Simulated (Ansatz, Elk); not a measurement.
**Bonding as seen by X-rays: Sc2TiSiPb**

Structure refinements treat a crystal as free atoms side by side. For a made-up structure of Sc2TiSiPb (cell and positions from a r2SCAN relaxation) the runs below show what the calculated density changes in F(hkl).

Program: Elk 11.2.3 (patched build). Level of theory: DFT, PBE, all-electron APW+lo, Dirac cores, scalar-relativistic bands, static density, no spin. Results are calculated unless marked as measured.

The structure was built from a prototype and need not be the compound's stable phase.

### Step 1. Starting point

It takes space group I4mm (No. 107, tetragonal). The conventional cell has a = 4.386 Å, b = 4.386 Å, c = 12.709 Å, α = 90.00°, β = 90.00°, γ = 90.00°. Pb has 4 Ti at 3.10 Å and 4 Sc at 3.24 Å nearest. Nearest to Ti lie 1 Si at 2.47 Å and 4 Pb at 3.10 Å. Sc has 2 Si at 2.68 Å and 4 Sc at 3.10 Å and 2 Ti at 3.22 Å and 2 Pb at 3.24 Å nearest. Nearest to Si lie 1 Ti at 2.47 Å and 4 Sc at 2.68 Å. Farther neighbours are not listed.

Structure file:

```cif
data_structure
_symmetry_space_group_name_H-M 'P 1'
_symmetry_Int_Tables_number 1
_cell_length_a 7.0708
_cell_length_b 7.0708
_cell_length_c 7.0708
_cell_angle_alpha 143.866
_cell_angle_beta 143.866
_cell_angle_gamma 52.028
_cell_volume 122.22
loop_
_atom_site_label
_atom_site_type_symbol
_atom_site_fract_x
_atom_site_fract_y
_atom_site_fract_z
_atom_site_occupancy
Pb1 Pb 0.06448 0.06448 0.00000 1
Ti2 Ti 0.56667 0.56667 0.00000 1
Sc3 Sc 0.25191 0.75191 0.50000 1
Sc4 Sc 0.75191 0.25191 0.50000 1
Si5 Si 0.37263 0.37263 0.00000 1
```

### Step 2. Ground state and structure factors

An all-electron density is needed, since X-rays see the cores too. Task 0 finds the density and task 195 Fourier-transforms it; tshift is off so that phases refer to the origin typed.

Contents of elk.in:

```
tasks
  0
  195

xctype
  20

spinpol
  .false.

rgkmax
  7.0

gmaxvr
  14.0

lmaxo
  7

lmaxapw
  8

swidth
  0.002

tshift
  .false.

ramdisk
  .false.

hmaxvr
  5.5

maxscl
  120

epspot
  1e-06

sppath
  './'

avec
  -4.14387089376 4.14387089376 12.00810716957
  4.14387089376 -4.14387089376 12.00810716957
  4.14387089376 4.14387089376 -12.00810716957

atoms
  4
  'Pb.in'
  1
  0.0644835952 0.0644835952 0.0000000000   0.000000 0.000000 0.000000
  'Ti.in'
  1
  0.5666695173 0.5666695173 0.0000000000   0.000000 0.000000 0.000000
  'Sc.in'
  2
  0.2519098528 0.7519098528 0.5000000000   0.000000 0.000000 0.000000
  0.7519098528 0.2519098528 0.5000000000   0.000000 0.000000 0.000000
  'Si.in'
  1
  0.3726271819 0.3726271819 0.0000000000   0.000000 0.000000 0.000000

ngridk
  7 7 7
```

The run is started by

```sh
OMP_NUM_THREADS=4 elk
```

Numbers of over 12 decimals in the logs are rounded to 6 here.

Log:

```text
┌─────────────────────────┐
│ Elk code version 11.2.3 │
└─────────────────────────┘

All units are atomic (Hartree, Bohr, etc.)

┌─────────────────────────────────────────────────┐
│ Ground-state run starting from atomic densities │
└─────────────────────────────────────────────────┘

Lattice vectors :
  -4.143870894       4.143870894       12.00810717
   4.143870894      -4.143870894       12.00810717
   4.143870894       4.143870894      -12.00810717

Reciprocal lattice vectors :
 -0.2387942126E-16  0.7581299548      0.2616226362
  0.7581299548     -0.2387942126E-16  0.2616226362
  0.7581299548      0.7581299548      0.6392903594E-17

Unit cell volume      :    824.7968217
Brillouin zone volume :   0.3007409909

Muffin-tin inner radius fraction :   0.1000000000E-01

Nuclei treated as point charges

Species : 1 (Pb)
 parameters loaded from : Pb.in
 name : lead
 nuclear charge    :   -82.00000000
 electronic charge :    82.00000000
 atomic mass :    377702.4943
 muffin-tin radius :    2.800000000
 number of radial points in muffin-tin :   1393
 inner part over the whole radius :   0.9993555083E-02
 number on inner part of muffin-tin    :   1001
 approximate nuclear radius :   0.1047603524E-03
 number of mesh points to nuclear radius :    525
 atomic positions (lattice), magnetic fields (Cartesian) :
  1 :   0.06448360  0.06448360  0.00000000    0.00000000  0.00000000  0.00000000

Species : 2 (Ti)
 parameters loaded from : Ti.in
 name : titanium
 nuclear charge    :   -22.00000000
 electronic charge :    22.00000000
 atomic mass :    87256.20317
 muffin-tin radius :    2.400000000
 number of radial points in muffin-tin :    993
 inner part over the whole radius :   0.9985722337E-02
 number on inner part of muffin-tin    :    699
 approximate nuclear radius :   0.6805665174E-04
 number of mesh points to nuclear radius :    325
 atomic positions (lattice), magnetic fields (Cartesian) :
  1 :   0.56666952  0.56666952  0.00000000    0.00000000  0.00000000  0.00000000

Species : 3 (Sc)
 parameters loaded from : Sc.in
 name : scandium
 nuclear charge    :   -21.00000000
 electronic charge :    21.00000000
 atomic mass :    81949.61073
 muffin-tin radius :    2.400000000
 number of radial points in muffin-tin :    993
 inner part over the whole radius :   0.9898716403E-02
 number on inner part of muffin-tin    :    698
 approximate nuclear radius :   0.6711386133E-04
 number of mesh points to nuclear radius :    323
 atomic positions (lattice), magnetic fields (Cartesian) :
  1 :   0.25190985  0.75190985  0.50000000    0.00000000  0.00000000  0.00000000
  2 :   0.75190985  0.25190985  0.50000000    0.00000000  0.00000000  0.00000000

Species : 4 (Si)
 parameters loaded from : Si.in
 name : silicon
 nuclear charge    :   -14.00000000
 electronic charge :    14.00000000
 atomic mass :    51196.73458
 muffin-tin radius :    2.200000000
 number of radial points in muffin-tin :    793
 inner part over the whole radius :   0.9899632250E-02
 number on inner part of muffin-tin    :    553
 approximate nuclear radius :   0.5963282101E-04
 number of mesh points to nuclear radius :    246
 atomic positions (lattice), magnetic fields (Cartesian) :
  1 :   0.37262718  0.37262718  0.00000000    0.00000000  0.00000000  0.00000000

Total number of atoms per unit cell :    5
Total muffin-tin volume :    310.2720680
 ratio of muffin-tin to unit cell volume :   0.3761799996

Spin treatment :
 spin-unpolarised

Number of Bravais lattice symmetries :   16
Number of crystal symmetries         :    8
Crystal has no inversion symmetry
Complex Hermitian eigensolver will be used

k-point grid :      7     7     7
k-point offset :    0.000000000       0.000000000       0.000000000
k-point set is reduced with full crystal symmetry group
Total number of k-points :       70

Muffin-tin radius times maximum |G+k| :    7.000000000
 using average radius
Maximum |G+k| for APW functions       :    2.868852459
Maximum (1/2)|G+k|²                   :    4.115157216
[...]
Density of states at Fermi energy :    120.2740937
 (states/Hartree/unit cell)

Estimated indirect band gap :   0.2751987590E-03
 from k-point 69 to k-point 52
Estimated direct band gap   :   0.3659214486E-02
 at k-point 6

Charges :
 core                        :    108.0000000
 valence                     :    52.00000000
 interstitial                :    8.979109053
 muffin-tins (core leakage)
  species : 1 (Pb)
   atom 1                    :    80.21186424     (  0.1268606593E-02)
  species : 2 (Ti)
[...]
species : 3 (Sc)
[...]
species : 4 (Si)
[...]
total in muffin-tins        :    151.0208909
 total calculated charge     :    159.9970829
 total charge                :    160.0000000
 error                       :   0.2917116294E-02

RMS change in Kohn-Sham potential (target) :   0.3356360832     (  0.1000000000E-05)
Absolute change in total energy (target)   :   0.1449376623     (  0.1000000000E-03)

[... loops 3 to 17 left out ...]

┌──────────────────┐
│ Loop number : 18 │
└──────────────────┘

Energies :
 Fermi                       :     0.202811
 sum of occupied eigenvalues :     -14498.621516241
 electron kinetic            :      27064.567698465
 core electron kinetic       :      26748.982384899
 Coulomb                     :     -50133.951837581
 Coulomb potential           :     -40869.444586699
 nuclear-nuclear             :     -1689.9924421569
 electron-nuclear            :     -56048.329559322
 Hartree                     :      7604.3701638978
 Madelung                    :     -29699.229544232
 xc potential                :     -693.74462800807
 exchange                    :     -523.23622085041
 correlation                 :     -8.324215
 electron entropic           :    -0.20399340035478E-02
 total energy                :     -23600.946614910

Density of states at Fermi energy :    150.1462123
 (states/Hartree/unit cell)

Estimated indirect band gap :   0.5377528945E-03
 from k-point 33 to k-point 42
Estimated direct band gap   :   0.1766494037E-02
 at k-point 68

Charges :
 core                        :    108.0000000
 valence                     :    52.00000000
 interstitial                :    8.744158400
 muffin-tins (core leakage)
  species : 1 (Pb)
[...]
species : 2 (Ti)
[...]
species : 3 (Sc)
[...]
species : 4 (Si)
[...]
total in muffin-tins        :    151.2558416
 total calculated charge     :    159.9972135
 total charge                :    160.0000000
 error                       :   0.2786468592E-02

RMS change in Kohn-Sham potential (target) :   0.2081779894E-06 (  0.1000000000E-05)
Absolute change in total energy (target)   :   0.5720719491E-04 (  0.1000000000E-03)

Convergence targets achieved

┌──────────────────┐
│ Loop number : 19 │
└──────────────────┘

Energies :
 Fermi                       :     0.202811
 sum of occupied eigenvalues :     -14498.621498904
 electron kinetic            :      27064.567707887
 core electron kinetic       :      26748.982390410
 Coulomb                     :     -50133.951836211
 Coulomb potential           :     -40869.444583217
 nuclear-nuclear             :     -1689.9924421569
 electron-nuclear            :     -56048.329559276
 Hartree                     :      7604.3701652223
 Madelung                    :     -29699.229544602
 xc potential                :     -693.74462357310
 exchange                    :     -523.23622068197
 correlation                 :     -8.324215
 electron entropic           :    -0.20399345712070E-02
 total energy                :     -23600.946603936

Density of states at Fermi energy :    150.1462468
 (states/Hartree/unit cell)

Estimated indirect band gap :   0.5377639768E-03
 from k-point 33 to k-point 42
Estimated direct band gap   :   0.1766503142E-02
 at k-point 68

Charges :
 core                        :    108.0000000
 valence                     :    52.00000000
 interstitial                :    8.744158076
 muffin-tins (core leakage)
  species : 1 (Pb)
[...]
species : 2 (Ti)
[...]
species : 3 (Sc)
   atom 1                    :    19.14998373     ( -0.2163180586E-06)
   atom 2                    :    19.14998373     ( -0.2163180586E-06)
  species : 4 (Si)
   atom 1                    :    12.29229116     (  0.1370626744E-02)
 total in muffin-tins        :    151.2558419
 total calculated charge     :    159.9972135
 total charge                :    160.0000000
 error                       :   0.2786468361E-02

┌──────────────────────────────┐
│ Self-consistent loop stopped │
└──────────────────────────────┘

Warning : core states of species 1 leak from the muffin-tin :   0.1193791079E-02

Warning : core states of species 4 leak from the muffin-tin :   0.1370626744E-02

Wrote STATE.OUT
```

Elapsed: 1.7 min, on 4 threads of Arm Neoverse V1, shared host; peak memory 0.26 GiB.

SFACRHO.OUT:

```text

h k l indices transformed by vhmat matrix:
   1.000000000       0.000000000       0.000000000    
   0.000000000       1.000000000       0.000000000    
   0.000000000       0.000000000       1.000000000    

      h      k      l  multipl.   |H|            Re(F)            Im(F)           |F|

      0      0      0      1   0.0000000       160.00000      0.33436551E-16   160.00000    
     -1     -1      1      1  0.52324527       29.062273      -58.675857       65.478790    
      1      1     -1      1  0.52324527       29.062273       58.675857       65.478790    
      1      0      0      4  0.80200214       44.416694       30.803159       54.052542    
      0     -1      1      4  0.80200214       44.416694      -30.803159       54.052542    
     -2     -2      2      1   1.0464905       16.645303      -92.223649       93.713753    
      2      2     -2      1   1.0464905       16.645303       92.223649       93.713753    
      1     -1      0      4   1.0721577       68.108576     -0.37824894E-14   68.108576    
      1      2     -2      4   1.0912281       27.862317       58.760649       65.031705    
     -2     -1      2      4   1.0912281       27.862317      -58.760649       65.031705    
      0      2     -1      4   1.1930246       91.096208       54.424576       106.11576    
      0     -2      1      4   1.1930246       91.096208      -54.424576       106.11576    
      2      2     -3      4   1.4982205      -42.750063       81.511675       92.041953    
     -2     -2      1      4   1.4982205      -42.750063      -81.511675       92.041953    
      2      3     -2      4   1.5119263      -16.248706       40.496086       43.634315    
     -2     -3      2      4   1.5119263      -16.248706      -40.496086       43.634315    
      1     -1     -1      4   1.5162599       119.90045     -0.27662891E-14   119.90045    
      3      3     -3      1   1.5697358      -89.705714       58.842922       107.28283
```

Elk indexes on the primitive cell of elk.in and gives |H| = 4π sin θ/λ in inverse bohr. Below, one row stands for each form hkl of the conventional cell (m members, Friedel mates merged), F is for one primitive cell and the density is static (no thermal factor). Free-atom factors are Waasmaier and Kirfel's, and R is Σm||F|−|F'||/Σm|F|.

```csv
hkl,m,sin θ/λ (Å⁻¹),"abs F, DFT",neutral atoms,diff.,abs of complex diff.
002,2,0.079,65.479,65.632,-0.153,0.332
101,8,0.121,54.053,54.274,-0.222,0.390
004,2,0.157,93.714,93.956,-0.242,0.253
110,4,0.161,68.109,67.892,+0.216,0.216
103,8,0.164,65.032,64.831,+0.201,0.276
112,8,0.179,106.116,106.526,-0.410,0.412
114,8,0.225,92.042,92.374,-0.332,0.340
105,8,0.227,43.634,43.361,+0.273,0.334
200,4,0.228,119.900,120.336,-0.436,0.436
006,2,0.236,107.283,107.718,-0.435,0.482
202,8,0.241,56.334,56.414,-0.080,0.115
211,16,0.258,47.969,48.100,-0.131,0.162
204,8,0.277,79.757,79.893,-0.136,0.256
213,16,0.281,57.063,57.132,-0.069,0.151
116,8,0.286,67.218,67.369,-0.152,0.164
107,8,0.298,53.490,53.511,-0.021,0.186
008,2,0.315,41.623,41.496,+0.127,0.127
215,16,0.322,39.965,39.879,+0.086,0.095
```

### Step 3. The highest occupied states alone

An energy window below the Fermi level keeps the highest occupied states, to see at which angles they scatter; shallow core shells can lie inside it and anion s states outside. No new self-consistency is needed.

elk.in, as its differences from that of step 2:

```diff
@@ -1,3 +1,2 @@
 tasks
-  0
   195
@@ -40,2 +39,5 @@
 
+wsfac
+  -0.348430 0.502810
+
 sppath
```

The run is started by

```sh
OMP_NUM_THREADS=4 elk
```

Log:

```text
┌─────────────────────────────────┐
│ Elk code version 11.2.3 started │
└─────────────────────────────────┘

Info(readinput): the functional depends on the density's gradient
 muffin-tin radial points multiplied by    2.00000
 (not where nrmtscf is given)

┌────────────────────┐
│ Current task : 195 │
└────────────────────┘

Info(sfacrho): density structure factors written to SFACRHO.OUT

 Energy window :  -0.3484300000      0.5028100000

┌──────────────────┐
│ Elk code stopped │
└──────────────────┘
```

Run time: 21 s. Hardware: 4 threads; peak memory 0.19 GiB; 27 s of CPU time.

States within 15 eV below the Fermi level hold 18.00 electrons; any levels below the window count with the cores. Their amplitudes can exceed the total, where window and core parts have opposite phase:

```csv
hkl,sin θ/λ (Å⁻¹),"abs F, window","abs F, all"
002,0.079,1.031,65.479
101,0.121,2.275,54.053
004,0.157,2.019,93.714
110,0.161,2.195,68.109
103,0.164,0.949,65.032
112,0.179,1.605,106.116
114,0.225,0.908,92.042
105,0.227,0.613,43.634
200,0.228,1.204,119.900
006,0.236,0.878,107.283
```

### Step 4. Another functional

The difference from free atoms is small, so it is set against the change that LDA (Perdew-Wang) makes.

elk.in, as its differences from that of step 3:

```diff
@@ -1,2 +1,3 @@
 tasks
+  0
   195
@@ -4,3 +5,3 @@
 xctype
-  20
+  3
 
@@ -39,5 +40,2 @@
 
-wsfac
-  -0.348430 0.502810
-
 sppath
```

The run is started by

```sh
OMP_NUM_THREADS=4 elk
```

Log:

```text
┌─────────────────────────┐
│ Elk code version 11.2.3 │
└─────────────────────────┘

All units are atomic (Hartree, Bohr, etc.)

┌─────────────────────────────────────────────────┐
│ Ground-state run starting from atomic densities │
└─────────────────────────────────────────────────┘

Lattice vectors :
  -4.143870894       4.143870894       12.00810717
   4.143870894      -4.143870894       12.00810717
   4.143870894       4.143870894      -12.00810717

Reciprocal lattice vectors :
 -0.2387942126E-16  0.7581299548      0.2616226362
[...]
atom 2                    :    19.17013819     ( -0.3512589242E-05)
  species : 4 (Si)
   atom 1                    :    12.29147092     (  0.1390524560E-02)
 total in muffin-tins        :    151.3359550
 total calculated charge     :    159.9971913
 total charge                :    160.0000000
 error                       :   0.2808703420E-02

┌──────────────────────────────┐
│ Self-consistent loop stopped │
└──────────────────────────────┘

Warning : core states of species 1 leak from the muffin-tin :   0.1199665808E-02

Warning : core states of species 4 leak from the muffin-tin :   0.1390524560E-02

Wrote STATE.OUT
[key lines of the parts left out:]
total energy                :     -23583.448006917
```

The job ended after 76 s (4 threads; peak memory 0.2 GiB; 4.2 min of CPU time).

Against the first run R = 0.02 %; the largest change is -0.052 at 220.

### Step 5. A coarser k-mesh

About half the k-points along each axis test the sampling.

elk.in, as its differences from that of step 4:

```diff
@@ -5,3 +5,3 @@
 xctype
-  3
+  20
 
@@ -65,2 +65,2 @@
 ngridk
-  7 7 7
+  4 4 4
```

The run is started by

```sh
OMP_NUM_THREADS=4 elk
```

Log:

```text
┌─────────────────────────┐
│ Elk code version 11.2.3 │
└─────────────────────────┘

All units are atomic (Hartree, Bohr, etc.)

┌─────────────────────────────────────────────────┐
│ Ground-state run starting from atomic densities │
└─────────────────────────────────────────────────┘

Lattice vectors :
  -4.143870894       4.143870894       12.00810717
   4.143870894      -4.143870894       12.00810717
   4.143870894       4.143870894      -12.00810717

Reciprocal lattice vectors :
 -0.2387942126E-16  0.7581299548      0.2616226362
[...]
atom 2                    :    19.15102574     ( -0.2163173782E-06)
  species : 4 (Si)
   atom 1                    :    12.29429338     (  0.1371257033E-02)
 total in muffin-tins        :    151.2606678
 total calculated charge     :    159.9971878
 total charge                :    160.0000000
 error                       :   0.2812188720E-02

┌──────────────────────────────┐
│ Self-consistent loop stopped │
└──────────────────────────────┘

Warning : core states of species 1 leak from the muffin-tin :   0.1193719851E-02

Warning : core states of species 4 leak from the muffin-tin :   0.1371257033E-02

Wrote STATE.OUT
[key lines of the parts left out:]
total energy                :     -23600.946183334
```

Wall time 53 s (4 threads); peak memory 0.25 GiB; 2.1 min of CPU time.

Against the first run R = 0.00 %; the largest change is +0.012 at 006.

### Step 6. Settings against the effect

```csv
run,R against the first run (%),"R against neutral atoms, low angle (%)",wall time
"PBE, rgkmax 7",0.00,0.28,1.7 min
LDA (Perdew-Wang),0.02,0.28,76 s
k-mesh 4×4×4,0.00,0.28,53 s
```

### Step 7. Summary of results

| Item | Value |
| --- | --- |
| R against neutral atoms, sin θ/λ < 0.3 Å⁻¹ | 0.28 % |
| R against neutral atoms, 0.3 to 0.73 Å⁻¹ | 0.07 % |

What this shows: Independent neutral atoms miss the calculated amplitudes by R = 0.28 % below 0.3 Å⁻¹ and 0.07 % from there to 0.73 Å⁻¹; by shells, 0.37 % below 0.15 Å⁻¹ (2 forms), 0.27 % 0.15 to 0.3 (14 forms), 0.07 % 0.3 to 0.45 (25 forms), 0.07 % above 0.45 (108 forms). Bonding, aspherical density and the tables' own atoms all enter these figures, and the runs don't part them. The largest change of an amplitude is -0.44 electrons, at 200. R counts amplitudes alone; phases shift too. The window's part falls from 18.0 electrons at the origin to at most 0.31 between 0.45 and 0.73 Å⁻¹. Below 0.3 Å⁻¹ the changes that finished (LDA (Perdew-Wang) and k-mesh 4×4×4) move F by R = 0.01 % at most, against the 0.28 % that separates it from free atoms. The basis has no finished test. These runs have no spin, though d or f shells may be open. Spin-orbit coupling is left out, which can matter for elements this heavy. Part of the difference isn't bonding: the tables are fits to free atoms and ions calculated by other methods than this functional. Thermal motion, anomalous dispersion and extinction are left out.

[Logs are printed without paths, hosts, clocks, repeated set-up lines and the standing remarks that a program may print on its own settings, such as how far it seeks lower states.]

[Hosts, paths, dates, database ids (printed as entryN), source tags and the programs' standing remarks are cut or masked in the printed files.]
